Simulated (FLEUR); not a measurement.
# Magnetic state of YMnSi from several starts

Aim: find out whether YMnSi carries moments, and which collinear order costs least.

Program: FLEUR MaX-R8.1. Level of theory: LDA (VWN); all-electron FLAPW, Dirac cores, scalar-relativistic bands. Results are calculated unless marked as measured.

Report form: the programs' logs are mostly left out.

## Step 1: The starting structure

The structure is tetragonal, space group P4/nmm (No. 129). The conventional cell has a = 3.900 Å, b = 3.900 Å, c = 7.299 Å, α = 90.00°, β = 90.00°, γ = 90.00°. Y has 5 Si at 2.92 to 3.37 Å and 4 Mn at 3.13 Å nearest. Nearest to Mn lie 4 Si at 2.45 Å and 4 Mn at 2.76 Å and 4 Y at 3.13 Å. Nearest to Si lie 4 Mn at 2.45 Å and 5 Y at 2.92 to 3.37 Å. Farther neighbours are not listed.

Structure file:

```
Y Mn Si
1.0
     3.89978    0.00000    0.00000
     0.00000    3.89978    0.00000
     0.00000    0.00000    7.29856
Y Mn Si
2 2 2
Direct
  0.50000 0.00000 0.66492
  0.00000 0.50000 0.33508
  0.00000 0.00000 0.00000
  0.50000 0.50000 0.00000
  0.00000 0.50000 0.79691
  0.50000 0.00000 0.20309
```

The cell comes from a database of computed structures and need not be the stable phase.

## Step 2: Start 1: ferro ++

The parallel start is the test of whether parallel moments hold.

inpgen writes inp.xml from crystal.txt; cutoffs, mixing, functional, smearing and local orbitals are then set in the file. The k list default-1 (kpts.xml, not shown) is a Γ-centred 8×8×4 mesh; where the ranks do not divide the number of points, some are split in two of half the weight.

The input, inp.xml:

```
<?xml version="1.0" encoding="UTF-8" standalone="no"?>
<fleurInput fleurInputVersion="0.39">
   <comment>
      YMnSi
   </comment>
   <calculationSetup>
      <cutoffs Kmax="4.21" Gmax="12.6" GmaxXC="12.6" numbands="0"/>
      <scfLoop itmax="90" minDistance="0.00002" maxIterBroyd="15" imix="Anderson" alpha="0.05" precondParam="0.0" spinf="2.0" sdNocoIR="T"/>
      <coreElectrons ctail="T" frcor="F" kcrel="0" coretail_lmax="0"/>
      <xcFunctional name="vwn" relativisticCorrections="F"/>
      <magnetism jspins="2"/>
      <soc l_soc="F" theta="0.0" phi="0.0" spav="F"/>
      <expertModes spex="0" secvar="F"/>
      <geometryOptimization l_f="F" forcealpha="1.0" forcemix="BFGS" epsdisp="0.00001" epsforce="0.00001"/>
      <ldaU l_linMix="F" mixParam="0.05" spinf="1.0"/>
   </calculationSetup>
   <cell>
      <bzIntegration valenceElectrons="60.0" mode="hist" fermiSmearingEnergy="0.00183747">
         <kPointListSelection listName="default-1"/>
         <xi:include xmlns:xi="http://www.w3.org/2001/XInclude" href="kpts.xml"> </xi:include>
      </bzIntegration>
      <xi:include xmlns:xi="http://www.w3.org/2001/XInclude" href="sym.xml"> </xi:include>
      <bulkLattice scale="1.0">
         <bravaisMatrix>
            <row-1>    7.3695225145696277     0.0000000000000000     0.0000000000000000</row-1>
            <row-2>    0.0000000000000000     7.3695225145696277     0.0000000000000000</row-2>
            <row-3>    0.0000000000000000     0.0000000000000000    13.7922848707827690</row-3>
         </bravaisMatrix>
      </bulkLattice>
   </cell>
   <atomSpecies>
      <species name="Yttrium (Y)" element="Y" atomicNumber="39">
         <mtSphere radius="2.8" gridPoints="925" logIncrement="0.014"/>
         <atomicCutoffs lmax="10" lnonsphr="8"/>
         <electronConfig flipSpins="F">
            <coreConfig>(1s1/2) (2s1/2) (2p1/2) (2p3/2) (3s1/2) (3p1/2) (3p3/2) (3d3/2) (3d5/2)</coreConfig>
            <valenceConfig>(4s1/2) (4p1/2) (4p3/2) (5s1/2) (4d3/2) (4d5/2)</valenceConfig>
            <stateOccupation state="(4d3/2)" spinUp="0.200000" spinDown="0.200000"/>
            <stateOccupation state="(4d5/2)" spinUp="0.300000" spinDown="0.300000"/>
         </electronConfig>
         <energyParameters s="5" p="5" d="4" f="4"/>
         <lo type="SCLO" l="0" n="4" eDeriv="0"/>
         <lo type="SCLO" l="1" n="4" eDeriv="0"/>
      </species>
      <species name="Manganese 3.500" element="Mn" atomicNumber="25">
         <mtSphere radius="2.54" gridPoints="839" logIncrement="0.015"/>
         <atomicCutoffs lmax="10" lnonsphr="8"/>
         <electronConfig flipSpins="F">
            <coreConfig>(1s1/2) (2s1/2) (2p1/2) (2p3/2)</coreConfig>
            <valenceConfig>(3s1/2) (3p1/2) (3p3/2) (4s1/2) (3d3/2) (3d5/2)</valenceConfig>
            <stateOccupation state="(3d3/2)" spinUp="1.25" spinDown="0.75"/>
            <stateOccupation state="(3d5/2)" spinUp="3.0" spinDown="0.0"/>
         </electronConfig>
         <energyParameters s="4" p="4" d="3" f="4"/>
         <lo type="SCLO" l="0" n="3" eDeriv="0"/>
         <lo type="SCLO" l="1" n="3" eDeriv="0"/>
      </species>
      <species name="Silicon (Si)" element="Si" atomicNumber="14">
         <mtSphere radius="1.78" gridPoints="589" logIncrement="0.019"/>
         <atomicCutoffs lmax="6" lnonsphr="4"/>
         <electronConfig flipSpins="F">
            <coreConfig>(1s1/2) (2s1/2) (2p1/2) (2p3/2)</coreConfig>
            <valenceConfig>(3s1/2) (3p1/2) (3p3/2)</valenceConfig>
            <stateOccupation state="(3p1/2)" spinUp="0.333333" spinDown="0.333333"/>
            <stateOccupation state="(3p3/2)" spinUp="0.666667" spinDown="0.666667"/>
         </electronConfig>
         <energyParameters s="3" p="3" d="3" f="4"/>
      </species>
   </atomSpecies>
   <atomGroups>
      <atomGroup species="Yttrium (Y)">
         <relPos label="                   1">1.000/4.000 -1.000/4.000 -.3350803900</relPos>
         <relPos label="                   2">-1.000/4.000 1.000/4.000 .3350803900</relPos>
         <force calculate="T" relaxXYZ="TTT"/>
      </atomGroup>
      <atomGroup species="Manganese 3.500">
         <relPos label="                   3">-1.000/4.000 -1.000/4.000 .0000000000</relPos>
         <relPos label="                   4">1.000/4.000 1.000/4.000 .0000000000</relPos>
         <force calculate="T" relaxXYZ="TTT"/>
      </atomGroup>
      <atomGroup species="Silicon (Si)">
         <relPos label="                   5">-1.000/4.000 1.000/4.000 -.2030921600</relPos>
         <relPos label="                   6">1.000/4.000 -1.000/4.000 .2030921600</relPos>
         <force calculate="T" relaxXYZ="TTT"/>
      </atomGroup>
   </atomGroups>
   <output dos="F" band="F" slice="F">
      <bandDOS minEnergy="-.5*Htr" maxEnergy="0.5*Htr" sigma="0.015" storeEVData="T"/>
      <plotting iplot="0" polar="F">
         <plot TwoD="T" vec1="  1.0  0.0  0.0" vec2="  0.0  1.0  0.0" vec3="  0.0  0.0  1.0" zero="  0.0  0.0  0.0" file="plot"/>
      </plotting>
      <moessbauerParams electricFieldGradient="F" isomerShift="F" coreHyperfine="F" valenceHyperfine="F"/>
   </output>
</fleurInput>
```

The input, crystal.txt:

```
YMnSi
&input film=F cartesian=F /
3.89978337000  0.00000000000  0.00000000000
0.00000000000  3.89978337000  0.00000000000
0.00000000000  0.00000000000  7.29856284000
1.8897261246
1.0 1.0 1.0

6
39 0.50000000000  0.00000000000  0.66491961000
39 0.00000000000  0.50000000000  0.33508039000
25 0.00000000000  0.00000000000  0.00000000000 : 3.500
25 0.50000000000  0.50000000000  0.00000000000 : 3.500
14 0.00000000000  0.50000000000  0.79690784000
14 0.50000000000  0.00000000000  0.20309216000

&kpt div1=8 div2=8 div3=4 gamma=T /
```

Command:

```bash
$ OMP_NUM_THREADS=1 inpgen -f crystal.txt > inpgen.log  # inp.xml is then edited as shown
$ OMP_NUM_THREADS=1 mpirun -n 4 fleur_MPI > fleur.log
```

Run time: 2.4 min. Hardware: 4 MPI ranks of AMD EPYC 9R45, shared host; peak memory 0.52 GiB; 9.7 min of CPU time.

Spin moment in the muffin-tin sphere by atom:

```
atom  spin moment in the muffin-tin sphere (μB)
  Y1                                      -0.06
  Y2                                      -0.06
 Mn3                                       2.05
 Mn4                                       2.05
 Si5                                      -0.04
 Si6                                      -0.04
```

Numbers from this step:

```
free energy                                                       : -262731.7726 eV
program's band gap on this mesh (in a metal only a level spacing) : 2.37e-4 eV
magnetization                                                     : 3.766 μB
final state                                                       : ferromagnetic, with opposed induced moments
```

After 34 cycles the largest moment stands at 2.05 μB.

## Step 3: Start 2: antiferro +-

An opposed order shows whether neighbours prefer unlike signs.

inp.xml: that of step 2 with these lines changed.

```diff
@@ -57,2 +57,15 @@
       </species>
+      <species name="Manganese -3.500" element="Mn" atomicNumber="25">
+         <mtSphere radius="2.54" gridPoints="839" logIncrement="0.015"/>
+         <atomicCutoffs lmax="10" lnonsphr="8"/>
+         <electronConfig flipSpins="F">
+            <coreConfig>(1s1/2) (2s1/2) (2p1/2) (2p3/2)</coreConfig>
+            <valenceConfig>(3s1/2) (3p1/2) (3p3/2) (4s1/2) (3d3/2) (3d5/2)</valenceConfig>
+            <stateOccupation state="(3d3/2)" spinUp="0.75" spinDown="1.25"/>
+            <stateOccupation state="(3d5/2)" spinUp="0.0" spinDown="3.0"/>
+         </electronConfig>
+         <energyParameters s="4" p="4" d="3" f="4"/>
+         <lo type="SCLO" l="0" n="3" eDeriv="0"/>
+         <lo type="SCLO" l="1" n="3" eDeriv="0"/>
+      </species>
       <species name="Silicon (Si)" element="Si" atomicNumber="14">
@@ -71,4 +84,4 @@
       <atomGroup species="Yttrium (Y)">
-         <relPos label="                   1">1.000/4.000 -1.000/4.000 -.3350803900</relPos>
-         <relPos label="                   2">-1.000/4.000 1.000/4.000 .3350803900</relPos>
+         <relPos label="                   1">1.000/2.000 .0000000000 -.3350803900</relPos>
+         <relPos label="                   2">.0000000000 1.000/2.000 .3350803900</relPos>
          <force calculate="T" relaxXYZ="TTT"/>
@@ -76,4 +89,7 @@
       <atomGroup species="Manganese 3.500">
-         <relPos label="                   3">-1.000/4.000 -1.000/4.000 .0000000000</relPos>
-         <relPos label="                   4">1.000/4.000 1.000/4.000 .0000000000</relPos>
+         <relPos label="                   3">.0000000000 .0000000000 .0000000000</relPos>
+         <force calculate="T" relaxXYZ="TTT"/>
+      </atomGroup>
+      <atomGroup species="Manganese -3.500">
+         <relPos label="                   4">1.000/2.000 1.000/2.000 .0000000000</relPos>
          <force calculate="T" relaxXYZ="TTT"/>
@@ -81,4 +97,4 @@
       <atomGroup species="Silicon (Si)">
-         <relPos label="                   5">-1.000/4.000 1.000/4.000 -.2030921600</relPos>
-         <relPos label="                   6">1.000/4.000 -1.000/4.000 .2030921600</relPos>
+         <relPos label="                   5">.0000000000 1.000/2.000 -.2030921600</relPos>
+         <relPos label="                   6">1.000/2.000 .0000000000 .2030921600</relPos>
          <force calculate="T" relaxXYZ="TTT"/>
```

crystal.txt: that of step 2 with these lines changed.

```diff
@@ -12,3 +12,3 @@
 25 0.00000000000  0.00000000000  0.00000000000 : 3.500
-25 0.50000000000  0.50000000000  0.00000000000 : 3.500
+25 0.50000000000  0.50000000000  0.00000000000 : -3.500
 14 0.00000000000  0.50000000000  0.79690784000
```

Wall time 5.8 min (4 MPI ranks); peak memory 0.65 GiB; 23 min of CPU time.

Spin moment in the muffin-tin sphere by atom:

```
atom  spin moment in the muffin-tin sphere (μB)
  Y1                                       0.00
  Y2                                       0.00
 Mn3                                       2.16
 Mn4                                      -2.16
 Si5                                       0.00
 Si6                                       0.00
```

This step gave:

- free energy: -262731.6237 eV
- program's band gap on this mesh (in a metal only a level spacing): 0.02644 eV
- magnetization: 0 μB
- final state: antiferromagnetic

It lies 74.5 meV a seeded atom over the first start, and its largest moment is 2.16 μB against 2.05 μB.

## Step 4: Start 3: no spin polarisation

A spinless run gives the zero against which the gain from the moments is read.

inp.xml: that of step 3 with these lines changed.

```diff
@@ -10,3 +10,3 @@
       <xcFunctional name="vwn" relativisticCorrections="F"/>
-      <magnetism jspins="2"/>
+      <magnetism jspins="1"/>
       <soc l_soc="F" theta="0.0" phi="0.0" spav="F"/>
@@ -44,3 +44,3 @@
       </species>
-      <species name="Manganese 3.500" element="Mn" atomicNumber="25">
+      <species name="Manganese (Mn)" element="Mn" atomicNumber="25">
          <mtSphere radius="2.54" gridPoints="839" logIncrement="0.015"/>
@@ -50,17 +50,4 @@
             <valenceConfig>(3s1/2) (3p1/2) (3p3/2) (4s1/2) (3d3/2) (3d5/2)</valenceConfig>
-            <stateOccupation state="(3d3/2)" spinUp="1.25" spinDown="0.75"/>
-            <stateOccupation state="(3d5/2)" spinUp="3.0" spinDown="0.0"/>
-         </electronConfig>
-         <energyParameters s="4" p="4" d="3" f="4"/>
-         <lo type="SCLO" l="0" n="3" eDeriv="0"/>
-         <lo type="SCLO" l="1" n="3" eDeriv="0"/>
-      </species>
-      <species name="Manganese -3.500" element="Mn" atomicNumber="25">
-         <mtSphere radius="2.54" gridPoints="839" logIncrement="0.015"/>
-         <atomicCutoffs lmax="10" lnonsphr="8"/>
-         <electronConfig flipSpins="F">
-            <coreConfig>(1s1/2) (2s1/2) (2p1/2) (2p3/2)</coreConfig>
-            <valenceConfig>(3s1/2) (3p1/2) (3p3/2) (4s1/2) (3d3/2) (3d5/2)</valenceConfig>
-            <stateOccupation state="(3d3/2)" spinUp="0.75" spinDown="1.25"/>
-            <stateOccupation state="(3d5/2)" spinUp="0.0" spinDown="3.0"/>
+            <stateOccupation state="(3d3/2)" spinUp="1.000000" spinDown="1.000000"/>
+            <stateOccupation state="(3d5/2)" spinUp="1.500000" spinDown="1.500000"/>
          </electronConfig>
@@ -84,12 +71,9 @@
       <atomGroup species="Yttrium (Y)">
-         <relPos label="                   1">1.000/2.000 .0000000000 -.3350803900</relPos>
-         <relPos label="                   2">.0000000000 1.000/2.000 .3350803900</relPos>
+         <relPos label="                   1">1.000/4.000 -1.000/4.000 -.3350803900</relPos>
+         <relPos label="                   2">-1.000/4.000 1.000/4.000 .3350803900</relPos>
          <force calculate="T" relaxXYZ="TTT"/>
       </atomGroup>
-      <atomGroup species="Manganese 3.500">
-         <relPos label="                   3">.0000000000 .0000000000 .0000000000</relPos>
-         <force calculate="T" relaxXYZ="TTT"/>
-      </atomGroup>
-      <atomGroup species="Manganese -3.500">
-         <relPos label="                   4">1.000/2.000 1.000/2.000 .0000000000</relPos>
+      <atomGroup species="Manganese (Mn)">
+         <relPos label="                   3">-1.000/4.000 -1.000/4.000 .0000000000</relPos>
+         <relPos label="                   4">1.000/4.000 1.000/4.000 .0000000000</relPos>
          <force calculate="T" relaxXYZ="TTT"/>
@@ -97,4 +81,4 @@
       <atomGroup species="Silicon (Si)">
-         <relPos label="                   5">.0000000000 1.000/2.000 -.2030921600</relPos>
-         <relPos label="                   6">1.000/2.000 .0000000000 .2030921600</relPos>
+         <relPos label="                   5">-1.000/4.000 1.000/4.000 -.2030921600</relPos>
+         <relPos label="                   6">1.000/4.000 -1.000/4.000 .2030921600</relPos>
          <force calculate="T" relaxXYZ="TTT"/>
```

crystal.txt: that of step 3 with these lines changed.

```diff
@@ -11,4 +11,4 @@
 39 0.00000000000  0.50000000000  0.33508039000
-25 0.00000000000  0.00000000000  0.00000000000 : 3.500
-25 0.50000000000  0.50000000000  0.00000000000 : -3.500
+25 0.00000000000  0.00000000000  0.00000000000
+25 0.50000000000  0.50000000000  0.00000000000
 14 0.00000000000  0.50000000000  0.79690784000
```

It took 51 s on 4 MPI ranks; peak memory 0.42 GiB; 3.4 min of CPU time.

This step gave:

- free energy: -262731.3249 eV
- program's band gap on this mesh (in a metal only a level spacing): 0.006114 eV
- final state: non-magnetic (no spin polarisation)

It lies 224 meV a seeded atom over the first start.

## Step 5: A faulty input

An input with a fault is tried, to see how the program answers.

inp.xml: that of step 2 with these lines changed.

```diff
@@ -7,3 +7,3 @@
       <cutoffs Kmax="4.21" Gmax="12.6" GmaxXC="12.6" numbands="0"/>
-      <scfLoop itmax="90" minDistance="0.00002" maxIterBroyd="15" imix="Anderson" alpha="0.05" precondParam="0.0" spinf="2.0" sdNocoIR="T"/>
+      <scfLoop itmax="50" minDistance="0.00002" maxIterBroyd="15" imix="Anderson" alpha="0.05" precondParam="0.0" spinf="2.0" sdNocoIR="T"/>
       <coreElectrons ctail="T" frcor="F" kcrel="0" coretail_lmax="0"/>
@@ -41,4 +41,2 @@
          <energyParameters s="5" p="5" d="4" f="4"/>
-         <lo type="SCLO" l="0" n="4" eDeriv="0"/>
-         <lo type="SCLO" l="1" n="4" eDeriv="0"/>
       </species>
@@ -54,4 +52,2 @@
          <energyParameters s="4" p="4" d="3" f="4"/>
-         <lo type="SCLO" l="0" n="3" eDeriv="0"/>
-         <lo type="SCLO" l="1" n="3" eDeriv="0"/>
       </species>
```

crystal.txt is that of step 2.

The job ended after 8.7 s (4 MPI ranks; peak memory 0.43 GiB).

The run ended with an error.

The program's message: “differ 2: problems with solving dirac equation”

The fault in the input: semicore states without local orbitals.

Semicore states counted as valence have no basis functions without local orbitals, so their electrons fill higher states.

## Step 6: Energies of the orders

Free energies are divided by the number of seeded atoms.

Orders:

```
               start                                  final state  typed order kept  energy over the lowest (meV a seeded atom)  largest sphere moment (μB)  net moment (μB a primitive cell)  mesh matched  CPU time (s)
            ferro ++  ferromagnetic, with opposed induced moments               yes                                           0                       2.051                             3.766           yes         579.2
        antiferro +-                            antiferromagnetic               yes                                       74.46                       2.164                                 0           yes          1395
no spin polarisation                                 non-magnetic                 -                                       223.8                           0                                 0           yes         203.8
```

## Step 7: Summary of results

```yaml
lowest_state_found: ferromagnetic (typed ferro ++)
largest_site_spin_moment: 2.05 μB
next_finished_state: antiferromagnetic, 74.5 meV a seeded atom higher
energy_gained_by_spin_polarisation: 224 meV a seeded atom
```

What this shows: The lowest state found is ferromagnetic, reached from the start ferro ++, with moments up to 2.05 μB. The next finished state costs 74 meV a seeded atom. This is the lowest of 3 finished starts, no proof of the ground state.

[Logs and program files are shortened in this print: banners, set-up blocks, solver, clock and traceback lines can be left out without a mark of their own.]

[Logs are printed without paths, hosts, clocks, repeated set-up lines and the standing remarks that a program may print on its own settings, such as how far it seeks lower states.]

[Hosts, paths, dates, database ids (printed as entryN), source tags and the programs' standing remarks are cut or masked in the printed files.]

[Where a cell is said to come from a database of computed structures, the database is the Materials Project.]
